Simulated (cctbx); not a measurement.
**A crystallographic session in cctbx: CeTi2Pd**

Library: cctbx 2025.11.

## 1. Energy scan

run.py:

```python
from cctbx import adptbx, crystal, miller, xray
from cctbx.array_family import flex
from cctbx.eltbx import sasaki

cs = crystal.symmetry(unit_cell=(4.402, 9.792, 7.105, 90, 90, 90), space_group_symbol='Hall: -C 2c 2')  # Cmcm
atoms = [  # label, site, U (iso, or U11 U22 U33 U12 U13 U23 in A^2), occupancy
    ("Ce1", (0, 0.0837, 0.75), (0.0098, 0.0078, 0.0116, 0.0000, 0.0000, 0.0000), 1),
    ("Pd1", (0.5, 0.2951, 0.75), (0.0133, 0.0126, 0.0235, 0.0000, 0.0000, 0.0000), 1),
    ("Ti1", (0.5, 0.1328, 0.4582), (0.0130, 0.0124, 0.0120, 0.0000, 0.0000, 0.0014), 1),
]
xs = xray.structure(crystal_symmetry=cs)
for label, site, u, occ in atoms:
    u = adptbx.u_cif_as_u_star(cs.unit_cell(), u) if isinstance(u, tuple) else u
    xs.add_scatterer(xray.scatterer(label, site=site, u=u, occupancy=occ))
hkl = [(1, 1, 2), (1, 3, 1), (0, 0, 2), (0, 4, 1)]
ms = miller.set(cs, flex.miller_index(hkl + [tuple(-v for v in h) for h in hkl]), anomalous_flag=True)
print("E (eV)    f'(Pd)   f''   " + "".join("%16s" % ("|F|" + " ".join(map(str, h))) for h in hkl))
for e in [23750, 24100, 24230, 24290, 24320, 24335, 24342, 24346, 24354, 24358, 24365, 24380, 24410, 24500, 24750]:
    xs.set_inelastic_form_factors(12398.42 / e, "sasaki")
    t = sasaki.table("Pd").at_ev(e)
    f = flex.abs(ms.structure_factors_from_scatterers(xs, algorithm="direct").f_calc().data())
    n = len(hkl)
    print("%7.0f %7.2f %6.2f  " % (e, t.fp(), t.fdp()) + "".join("%9.1f/%6.1f" % (f[k], f[k + n]) for k in range(n)))
```

```console
$ python run.py
```

```text
E (eV)    f'(Pd)   f''           |F|1 1 2        |F|1 3 1        |F|0 0 2        |F|0 4 1
  23750   -3.24   0.58      265.8/ 265.8    279.7/ 279.7    215.7/ 215.7    267.4/ 267.4
  24100   -4.03   0.56      264.8/ 264.8    277.6/ 277.6    212.6/ 212.6    264.5/ 264.5
  24230   -4.71   0.56      264.1/ 264.1    275.8/ 275.8    209.9/ 209.9    262.2/ 262.2
  24290   -5.36   0.55      263.4/ 263.4    274.1/ 274.1    207.4/ 207.4    259.9/ 259.9
  24320   -6.00   0.55      262.7/ 262.7    272.5/ 272.5    205.0/ 205.0    257.7/ 257.7
  24335   -6.62   0.55      262.0/ 262.0    270.9/ 270.9    202.5/ 202.5    255.6/ 255.6
  24342   -7.17   0.55      261.4/ 261.4    269.6/ 269.6    200.4/ 200.4    253.7/ 253.7
  24346   -7.75   0.55      260.8/ 260.8    268.1/ 268.1    198.2/ 198.2    251.7/ 251.7
  24354   -8.72   3.63      259.9/ 259.9    266.0/ 266.0    195.2/ 195.2    248.8/ 248.8
  24358   -7.65   3.63      261.0/ 261.0    268.7/ 268.7    199.3/ 199.3    252.5/ 252.5
  24365   -6.87   3.63      261.9/ 261.9    270.6/ 270.6    202.3/ 202.3    255.2/ 255.2
  24380   -6.11   3.62      262.7/ 262.7    272.5/ 272.5    205.2/ 205.2    257.8/ 257.8
  24410   -5.38   3.62      263.4/ 263.4    274.4/ 274.4    208.0/ 208.0    260.3/ 260.3
  24500   -4.44   3.59      264.4/ 264.4    276.7/ 276.7    211.6/ 211.6    263.5/ 263.5
  24750   -3.43   3.53      265.4/ 265.4    279.2/ 279.2    215.4/ 215.4    266.9/ 266.9
```

It took 0.41 s on 1 thread of Arm Neoverse N1, on a shared host, peak memory 0.07 GiB.

[Logs are printed without paths, hosts, clocks, repeated set-up lines and the standing remarks that a program may print on its own settings, such as how far it seeks lower states.]
